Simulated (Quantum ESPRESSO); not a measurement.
# Gap and tunnelling decay at a withheld lattice constant: Si, zinc blende or diamond type

How the rows were computed: Quantum ESPRESSO 7.5 (pw.x, pwcond.x with ikind = 0), PBE, GBRV ultrasoft, cubic crystals. κ is the slowest decay along [001] at mid-gap among three points across the current.

| a (Å) | gap on the mesh (eV) | κ (1/Å) |
| --- | --- | --- |
| 5.306 | 0.444 | 0.104 |
| 5.388 | 0.534 | 0.107 |
| 5.470 | 0.615 | 0.107 |
| 5.552 | 0.689 | 0.104 |

One more run was made and is withheld. What are gap and κ at a = 5.634 Å?

By hand: A line through the rows at 5.470 and 5.552 Å gives a gap of 0.615 + 2.000 × (0.689 − 0.615) = 0.76 eV and κ = 0.101 1/Å. The two-band model κ = 0.5123 √(m* E_g/4) needs m* = 0.284 at 5.470 Å; with that mass and the new gap, κ = 0.119 1/Å.

What the calculation gave: The gap is 0.755 eV and κ = 0.099 1/Å. The line misses the gap by +0.008 eV and κ by +2.0 %; the two-band estimate misses κ by +20.4 %.

Caveats: The structure type is imposed. Local and semilocal gaps and decay constants are too small; no spin-orbit coupling. For an indirect gap m* is a fitting number alone.
